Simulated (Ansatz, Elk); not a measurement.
# KSnRhS4: X-ray structure factors from the self-consistent density

Structure refinements treat a crystal as free atoms side by side. For a made-up structure of KSnRhS4 (cell and positions from a PBE relaxation) the runs below show what the calculated density changes in F(hkl).

Method: DFT, PBE, all-electron APW+lo, Dirac cores, scalar-relativistic bands, static density, no spin, in Elk 11.2.3 (patched build).

The structure was built from a prototype and need not be the compound's stable phase.

## (1) Starting point

The structure is monoclinic, space group Pm (No. 6). The conventional cell has a = 6.309 Å, b = 3.711 Å, c = 7.766 Å, α = 90.00°, β = 105.12°, γ = 90.00°. Nearest to Sn lie 6 S at 2.56 to 2.60 Å. Rh has 6 S at 2.40 to 2.42 Å nearest. Nearest to K lie 6 S at 3.19 to 3.38 Å. S has 1 Rh at 2.41 Å and 2 Sn at 2.60 Å and 1 K at 3.38 Å nearest. Nearest to S lie 2 Rh at 2.41 Å and 1 Sn at 2.57 Å and 2 K at 3.22 Å. Nearest to S lie 1 Rh at 2.40 Å and 2 Sn at 2.60 Å and 1 K at 3.19 Å. Farther neighbours and most contacts between anions are not listed.

## (2) Ground state and structure factors

An all-electron density is needed, since X-rays see the cores too. Task 0 finds the density and task 195 Fourier-transforms it; tshift is off so that phases refer to the origin typed.

elk.in reads:

```
tasks
  0
  195

xctype
  20

spinpol
  .false.

rgkmax
  7.0

gmaxvr
  14.0

lmaxo
  7

lmaxapw
  8

swidth
  0.002

tshift
  .false.

ramdisk
  .false.

hmaxvr
  5.5

maxscl
  120

epspot
  1e-06

sppath
  './'

avec
  11.92263616624 -0.00000000000 0.05262576307
  -0.00000000000 7.01215165697 -0.00000000000
  -3.89089958772 0.00000000000 14.15070246591

atoms
  4
  'Sn.in'
  1
  0.0087139478 -0.0000000000 0.0058618496   0.000000 0.000000 0.000000
  'Rh.in'
  1
  0.5081147190 0.5000000000 0.0019590316   0.000000 0.000000 0.000000
  'K.in'
  1
  0.6457424313 0.5000000000 0.5089710850   0.000000 0.000000 0.000000
  'S.in'
  4
  0.1343906871 0.5000000000 0.8189291451   0.000000 0.000000 0.000000
  0.6003071474 -0.0000000000 0.8366323953   0.000000 0.000000 0.000000
  0.8763181715 0.5000000000 0.1888528822   0.000000 0.000000 0.000000
  0.4176128960 -0.0000000000 0.1692936111   0.000000 0.000000 0.000000

ngridk
  4 6 3
```

On the command line:

```sh
$ OMP_NUM_THREADS=4 elk
```

Numbers of over 12 decimals in the logs are rounded to 6 here.

What it wrote:

```text
┌─────────────────────────┐
│ Elk code version 11.2.3 │
└─────────────────────────┘

All units are atomic (Hartree, Bohr, etc.)

┌─────────────────────────────────────────────────┐
│ Ground-state run starting from atomic densities │
└─────────────────────────────────────────────────┘

Lattice vectors :
   11.92263617      -0.000000000      0.5262576307E-01
  -0.000000000       7.012151657      -0.000000000
  -3.890899588       0.000000000       14.15070247

Reciprocal lattice vectors :
  0.5263574929       0.000000000      0.1447280908
   0.000000000      0.8960424153       0.000000000
 -0.1957497501E-02   0.000000000      0.4434810848

Unit cell volume      :    1184.481709
Brillouin zone volume :   0.2094166686

Muffin-tin inner radius fraction :   0.1000000000E-01

Nuclei treated as point charges

Species : 1 (Sn)
 parameters loaded from : Sn.in
 name : tin
 nuclear charge    :   -50.00000000
 electronic charge :    50.00000000
 atomic mass :    216395.0922
 muffin-tin radius :    2.600000000
 number of radial points in muffin-tin :   1193
 inner part over the whole radius :   0.9914297220E-02
 number on inner part of muffin-tin    :    850
 approximate nuclear radius :   0.8828114845E-04
 number of mesh points to nuclear radius :    428
 atomic positions (lattice), magnetic fields (Cartesian) :
  1 :   0.00871395  0.00000000  0.00586185    0.00000000  0.00000000  0.00000000

Species : 2 (Rh)
 parameters loaded from : Rh.in
 name : rhodium
 nuclear charge    :   -45.00000000
 electronic charge :    45.00000000
 atomic mass :    187585.2511
 muffin-tin radius :    2.426199340
 number of radial points in muffin-tin :   1193
 inner part over the whole radius :   0.9997611829E-02
 number on inner part of muffin-tin    :    848
 approximate nuclear radius :   0.8524867730E-04
 number of mesh points to nuclear radius :    425
 atomic positions (lattice), magnetic fields (Cartesian) :
  1 :   0.50811472  0.50000000  0.00195903    0.00000000  0.00000000  0.00000000

Species : 3 (K)
 parameters loaded from : K.in
 name : potassium
 nuclear charge    :   -19.00000000
 electronic charge :    19.00000000
 atomic mass :    71271.84090
 muffin-tin radius :    2.400000000
 number of radial points in muffin-tin :    993
 inner part over the whole radius :   0.9891652203E-02
 number on inner part of muffin-tin    :    697
 approximate nuclear radius :   0.6514746337E-04
 number of mesh points to nuclear radius :    319
 atomic positions (lattice), magnetic fields (Cartesian) :
  1 :   0.64574243  0.50000000  0.50897108    0.00000000  0.00000000  0.00000000

Species : 4 (S)
 parameters loaded from : S.in
 name : sulphur
 nuclear charge    :   -16.00000000
 electronic charge :    16.00000000
 atomic mass :    58450.91931
 muffin-tin radius :    2.052937903
 number of radial points in muffin-tin :    793
 inner part over the whole radius :   0.9906896679E-02
 number on inner part of muffin-tin    :    553
 approximate nuclear radius :   0.6195814986E-04
 number of mesh points to nuclear radius :    252
 atomic positions (lattice), magnetic fields (Cartesian) :
  1 :   0.13439069  0.50000000  0.81892915    0.00000000  0.00000000  0.00000000
  2 :   0.60030715  0.00000000  0.83663240    0.00000000  0.00000000  0.00000000
  3 :   0.87631817  0.50000000  0.18885288    0.00000000  0.00000000  0.00000000
  4 :   0.41761290  0.00000000  0.16929361    0.00000000  0.00000000  0.00000000

Total number of atoms per unit cell :    7
Total muffin-tin volume :    336.3202929
 ratio of muffin-tin to unit cell volume :   0.2839387813

Spin treatment :
 spin-unpolarised

Number of Bravais lattice symmetries :    4
Number of crystal symmetries         :    2
Crystal has no inversion symmetry
Complex Hermitian eigensolver will be used

k-point grid :      4     6     3
k-point offset :    0.000000000       0.000000000       0.000000000
k-point set is reduced with full crystal symmetry group
Total number of k-points :       48

[...]
total energy                :     -13165.114948836

Density of states at Fermi energy :   0.1816863407E-03
 (states/Hartree/unit cell)

Estimated indirect band gap :   0.5380420766E-01
 from k-point 3 to k-point 15
Estimated direct band gap   :   0.5884716299E-01
 at k-point 1

Charges :
 core                        :    108.0000000
 valence                     :    70.00000000
 interstitial                :    12.58100222
 muffin-tins (core leakage)
  species : 1 (Sn)
[...]
species : 2 (Rh)
[...]
species : 3 (K)
[...]
species : 4 (S)
[...]
total in muffin-tins        :    165.4189978
 total calculated charge     :    178.0007887
 total charge                :    178.0000000
 error                       :   0.7886588553E-03

RMS change in Kohn-Sham potential (target) :   0.3826381315     (  0.1000000000E-05)
Absolute change in total energy (target)   :   0.3696637685     (  0.1000000000E-03)

[... loops 3 to 16 left out ...]

┌──────────────────┐
│ Loop number : 17 │
└──────────────────┘

Energies :
 Fermi                       :     0.157035
 sum of occupied eigenvalues :     -7842.5497802107
 electron kinetic            :      13702.703919718
 core electron kinetic       :      13227.144096781
 Coulomb                     :     -26425.720861182
 Coulomb potential           :     -20972.231646978
 nuclear-nuclear             :     -981.34541605753
 electron-nuclear            :     -29939.374235840
 Hartree                     :      4494.9987907155
 Madelung                    :     -15939.605037693
 xc potential                :     -573.02205295045
 exchange                    :     -432.02809178055
 correlation                 :     -8.393947
 electron entropic           :    -0.31083908011762E-07
 total energy                :     -13163.438980012

Density of states at Fermi energy :   0.5423037482E-03
 (states/Hartree/unit cell)

Estimated indirect band gap :   0.5029753177E-01
 from k-point 1 to k-point 3
Estimated direct band gap   :   0.5591753957E-01
 at k-point 15

Charges :
 core                        :    108.0000000
 valence                     :    70.00000000
 interstitial                :    12.41596804
 muffin-tins (core leakage)
  species : 1 (Sn)
[...]
species : 2 (Rh)
[...]
species : 3 (K)
[...]
species : 4 (S)
[...]
total in muffin-tins        :    165.5840320
 total calculated charge     :    178.0007862
 total charge                :    178.0000000
 error                       :   0.7861728061E-03

RMS change in Kohn-Sham potential (target) :   0.6815206167E-06 (  0.1000000000E-05)
Absolute change in total energy (target)   :   0.7218864630E-04 (  0.1000000000E-03)

Convergence targets achieved

┌──────────────────┐
│ Loop number : 18 │
└──────────────────┘

Energies :
 Fermi                       :     0.157035
 sum of occupied eigenvalues :     -7842.5497584428
 electron kinetic            :      13702.703943062
 core electron kinetic       :      13227.144103976
 Coulomb                     :     -26425.720871970
 Coulomb potential           :     -20972.231625977
 nuclear-nuclear             :     -981.34541605753
 electron-nuclear            :     -29939.374277803
 Hartree                     :      4494.9988218909
 Madelung                    :     -15939.605058981
 xc potential                :     -573.02207552713
 exchange                    :     -432.02809238243
 correlation                 :     -8.393947
 electron entropic           :    -0.31083900509943E-07
 total energy                :     -13163.438968083

Density of states at Fermi energy :   0.5423036551E-03
 (states/Hartree/unit cell)

Estimated indirect band gap :   0.5029752558E-01
 from k-point 1 to k-point 3
Estimated direct band gap   :   0.5591752545E-01
 at k-point 15

Charges :
 core                        :    108.0000000
 valence                     :    70.00000000
 interstitial                :    12.41596739
 muffin-tins (core leakage)
  species : 1 (Sn)
[...]
species : 2 (Rh)
[...]
species : 3 (K)
[...]
species : 4 (S)
[...]
atom 2                    :    14.06552631     (  0.1859890433E-03)
   atom 3                    :    14.06274245     (  0.1863722251E-03)
   atom 4                    :    14.06268279     (  0.1859285859E-03)
 total in muffin-tins        :    165.5840326
 total calculated charge     :    178.0007862
 total charge                :    178.0000000
 error                       :   0.7861740107E-03

┌──────────────────────────────┐
│ Self-consistent loop stopped │
└──────────────────────────────┘

Warning : core states of species 4 leak from the muffin-tin :   0.1863722251E-03

Wrote STATE.OUT
```

Elapsed: 1.9 min, on 4 threads of AMD EPYC 7B13 (Zen 3), shared host; peak memory 0.3 GiB; 6.4 min of CPU time.

SFACRHO.OUT:

```text

h k l indices transformed by vhmat matrix:
   1.000000000       0.000000000       0.000000000    
   0.000000000       1.000000000       0.000000000    
   0.000000000       0.000000000       1.000000000    

      h      k      l  multipl.   |H|            Re(F)            Im(F)           |F|

      0      0      0      1   0.0000000       178.00000      0.37480945E-15   178.00000    
      0      0      1      1  0.44348540       101.23523       1.8827808       101.25273    
      0      0     -1      1  0.44348540       101.23523      -1.8827808       101.25273    
     -1      0      0      1  0.54589233      -10.411386       14.065330       17.499442    
      1      0      0      1  0.54589233      -10.411386      -14.065330       17.499442    
      1      0     -1      1  0.60693499       5.6558667       12.067816       13.327453    
     -1      0      1      1  0.60693499       5.6558667      -12.067816       13.327453    
      1      0      1      1  0.78802626       14.859819       14.581168       20.818854    
     -1      0     -1      1  0.78802626       14.859819      -14.581168       20.818854    
      0      0     -2      1  0.88697081       68.336023      -4.6258513       68.492413    
      0      0      2      1  0.88697081       68.336023       4.6258513       68.492413    
      0      1      0      2  0.89604242      -11.417148     -0.25251504E-13   11.417148    
     -1      0      2      1  0.91219534      -9.3531685       12.220945       15.389388    
      1      0     -2      1  0.91219534      -9.3531685      -12.220945       15.389388    
      0      1     -1      2  0.99978563       22.162892      -1.9566111       22.249093    
      0     -1      1      2  0.99978563       22.162892       1.9566111       22.249093    
     -1      1      0      2   1.0492333       52.062357      -14.490327       54.041268    
      1      1      0      2   1.0492333       52.062357       14.490327       54.041268
```

Elk indexes on the primitive cell of elk.in and gives |H| = 4π sin θ/λ in inverse bohr. Below, one row stands for each form hkl of the conventional cell (m members, Friedel mates merged), F is for one primitive cell and the density is static (no thermal factor). Free-atom factors are Waasmaier and Kirfel's, and R is Σm||F|−|F'||/Σm|F|.

| hkl | m | sin θ/λ (Å⁻¹) | abs F, DFT | neutral atoms | diff. | abs of complex diff. |
| --- | --- | --- | --- | --- | --- | --- |
| 001 | 2 | 0.067 | 101.253 | 101.085 | +0.168 | 0.168 |
| 100 | 2 | 0.082 | 17.499 | 17.369 | +0.130 | 0.137 |
| 1 0 -1 | 2 | 0.091 | 13.327 | 13.345 | -0.018 | 0.142 |
| 101 | 2 | 0.118 | 20.819 | 20.755 | +0.064 | 0.102 |
| 002 | 2 | 0.133 | 68.492 | 69.045 | -0.553 | 0.553 |
| 010 | 2 | 0.135 | 11.417 | 11.356 | +0.061 | 0.061 |
| 1 0 -2 | 2 | 0.137 | 15.389 | 15.485 | -0.096 | 0.096 |
| 011 | 4 | 0.150 | 22.249 | 22.189 | +0.060 | 0.061 |
| 110 | 4 | 0.158 | 54.041 | 54.693 | -0.652 | 0.681 |
| 2 0 -1 | 2 | 0.160 | 47.085 | 47.829 | -0.745 | 0.794 |
| 1 1 -1 | 4 | 0.163 | 82.388 | 82.253 | +0.135 | 0.139 |
| 200 | 2 | 0.164 | 88.399 | 88.319 | +0.080 | 0.098 |
| 102 | 2 | 0.174 | 10.423 | 10.500 | -0.077 | 0.138 |
| 111 | 4 | 0.179 | 28.458 | 29.085 | -0.628 | 0.687 |
| 2 0 -2 | 2 | 0.182 | 39.935 | 40.575 | -0.640 | 0.700 |
| 012 | 4 | 0.190 | 5.526 | 5.624 | -0.097 | 0.098 |
| 1 1 -2 | 4 | 0.192 | 130.302 | 130.111 | +0.191 | 0.191 |
| 201 | 2 | 0.193 | 123.619 | 123.427 | +0.192 | 0.195 |

## (3) The highest occupied states alone

An energy window below the Fermi level keeps the highest occupied states, to see at which angles they scatter; shallow core shells can lie inside it and anion s states outside. No new self-consistency is needed.

elk.in: that of step 2 with these lines changed.

```diff
@@ -1,3 +1,2 @@
 tasks
-  0
   195
@@ -40,2 +39,5 @@
 
+wsfac
+  -0.210460 0.457040
+
 sppath
```

On the command line:

```sh
$ OMP_NUM_THREADS=4 elk
```

What it wrote:

```text
┌─────────────────────────────────┐
│ Elk code version 11.2.3 started │
└─────────────────────────────────┘

Info(readinput): the functional depends on the density's gradient
 muffin-tin radial points multiplied by    2.00000
 (not where nrmtscf is given)

┌────────────────────┐
│ Current task : 195 │
└────────────────────┘
Info(checkmt): changed muffin-tin radius of species 2 (Rh) from   2.6000 to   2.4262
Info(checkmt): changed muffin-tin radius of species 4 (S) from   2.2000 to   2.0529

Info(sfacrho): density structure factors written to SFACRHO.OUT

 Energy window :  -0.2104600000      0.4570400000

┌──────────────────┐
│ Elk code stopped │
└──────────────────┘
```

Elapsed: 22 s, on 4 threads; peak memory 0.22 GiB; 26 s of CPU time.

States within 10 eV below the Fermi level hold 30.00 electrons; any levels below the window count with the cores. Their amplitudes can exceed the total, where window and core parts have opposite phase:

| hkl | sin θ/λ (Å⁻¹) | abs F, window | abs F, all |
| --- | --- | --- | --- |
| 001 | 0.067 | 16.070 | 101.253 |
| 100 | 0.082 | 6.184 | 17.499 |
| 1 0 -1 | 0.091 | 7.158 | 13.327 |
| 101 | 0.118 | 4.221 | 20.819 |
| 002 | 0.133 | 0.251 | 68.492 |
| 010 | 0.135 | 4.538 | 11.417 |
| 1 0 -2 | 0.137 | 4.748 | 15.389 |
| 011 | 0.150 | 3.742 | 22.249 |
| 110 | 0.158 | 0.620 | 54.041 |
| 2 0 -1 | 0.160 | 0.649 | 47.085 |

## (4) Another functional

The difference from free atoms is small, so it is set against the change that PBEsol makes.

elk.in: that of step 3 with these lines changed.

```diff
@@ -1,2 +1,3 @@
 tasks
+  0
   195
@@ -4,3 +5,3 @@
 xctype
-  20
+  22
 
@@ -39,5 +40,2 @@
 
-wsfac
-  -0.210460 0.457040
-
 sppath
```

On the command line:

```sh
$ OMP_NUM_THREADS=4 elk
```

What it wrote:

```text
┌─────────────────────────┐
│ Elk code version 11.2.3 │
└─────────────────────────┘

All units are atomic (Hartree, Bohr, etc.)

┌─────────────────────────────────────────────────┐
│ Ground-state run starting from atomic densities │
└─────────────────────────────────────────────────┘

Lattice vectors :
   11.92263617      -0.000000000      0.5262576307E-01
  -0.000000000       7.012151657      -0.000000000
  -3.890899588       0.000000000       14.15070247

Reciprocal lattice vectors :
  0.5263574929       0.000000000      0.1447280908
[...]
species : 2 (Rh)
[...]
species : 3 (K)
[...]
species : 4 (S)
[...]
atom 3                    :    14.04151660     (  0.1877498174E-03)
   atom 4                    :    14.04066720     (  0.1872721031E-03)
 total in muffin-tins        :    165.5134287
 total calculated charge     :    178.0007649
 total charge                :    178.0000000
 error                       :   0.7649171795E-03

┌──────────────────────────────┐
│ Self-consistent loop stopped │
└──────────────────────────────┘

Warning : core states of species 4 leak from the muffin-tin :   0.1877498174E-03

Wrote STATE.OUT
[key lines of the parts left out:]
total energy                :     -13155.031319835
```

Wall time 1.9 min (4 threads); peak memory 0.3 GiB.

Against the first run R = 0.03 %; the largest change is -0.084 at 1 1 -2.

## (5) Basis size

A smaller basis shows how fast F responds to it; the change is likely larger than the basis error of the first run, but doesn't show convergence.

elk.in: that of step 4 with these lines changed.

```diff
@@ -5,3 +5,3 @@
 xctype
-  22
+  20
 
@@ -11,3 +11,3 @@
 rgkmax
-  7.0
+  5.5
```

On the command line:

```sh
$ OMP_NUM_THREADS=4 elk
```

What it wrote:

```text
┌─────────────────────────┐
│ Elk code version 11.2.3 │
└─────────────────────────┘

All units are atomic (Hartree, Bohr, etc.)

┌─────────────────────────────────────────────────┐
│ Ground-state run starting from atomic densities │
└─────────────────────────────────────────────────┘

Lattice vectors :
   11.92263617      -0.000000000      0.5262576307E-01
  -0.000000000       7.012151657      -0.000000000
  -3.890899588       0.000000000       14.15070247

Reciprocal lattice vectors :
  0.5263574929       0.000000000      0.1447280908
[...]
species : 2 (Rh)
[...]
species : 3 (K)
[...]
species : 4 (S)
[...]
atom 3                    :    14.02435088     (  0.1852727868E-03)
   atom 4                    :    14.02374028     (  0.1848072364E-03)
 total in muffin-tins        :    165.3300672
 total calculated charge     :    178.0004753
 total charge                :    178.0000000
 error                       :   0.4753332368E-03

┌──────────────────────────────┐
│ Self-consistent loop stopped │
└──────────────────────────────┘

Warning : core states of species 4 leak from the muffin-tin :   0.1852727868E-03

Wrote STATE.OUT
[key lines of the parts left out:]
total energy                :     -13163.294661551
```

It took 66 s on 4 threads; peak memory 0.28 GiB.

Against the first run R = 0.07 %; the largest change is +0.107 at 006.

## (6) Settings against the effect

| run | R against the first run (%) | R against neutral atoms, low angle (%) | wall time |
| --- | --- | --- | --- |
| PBE, rgkmax 7 | 0.00 | 0.44 | 1.9 min |
| PBEsol | 0.03 | 0.43 | 1.9 min |
| rgkmax 5.5 | 0.07 | 0.46 | 66 s |

## (7) Summary of results

| Property | Result |
| --- | --- |
| R against neutral atoms, sin θ/λ < 0.3 Å⁻¹ | 0.44 % |
| R against neutral atoms, 0.3 to 0.43 Å⁻¹ | 0.37 % |

What this shows: Independent neutral atoms miss the calculated amplitudes by R = 0.44 % below 0.3 Å⁻¹ and 0.37 % from there to 0.43 Å⁻¹; by shells, 0.44 % below 0.15 Å⁻¹ (7 forms), 0.44 % 0.15 to 0.3 (46 forms), 0.37 % 0.3 to 0.45 (96 forms). Bonding, aspherical density and the tables' own atoms all enter these figures, and the runs don't part them. The largest change of an amplitude is -0.74 electrons, at 2 0 -1. R counts amplitudes alone; phases shift too. Below 0.3 Å⁻¹ the changes that finished (PBEsol and rgkmax 5.5) move F by R = 0.05 % at most, against the 0.44 % that separates it from free atoms. The k-mesh has no finished test. These runs have no spin, though d or f shells may be open. Part of the difference isn't bonding: the tables are fits to free atoms and ions calculated by other methods than this functional. Thermal motion, anomalous dispersion and extinction are left out.

[Logs are printed without paths, hosts, clocks, repeated set-up lines and the standing remarks that a program may print on its own settings, such as how far it seeks lower states.]

[Hosts, paths, dates, database ids (printed as entryN), source tags and the programs' standing remarks are cut or masked in the printed files.]
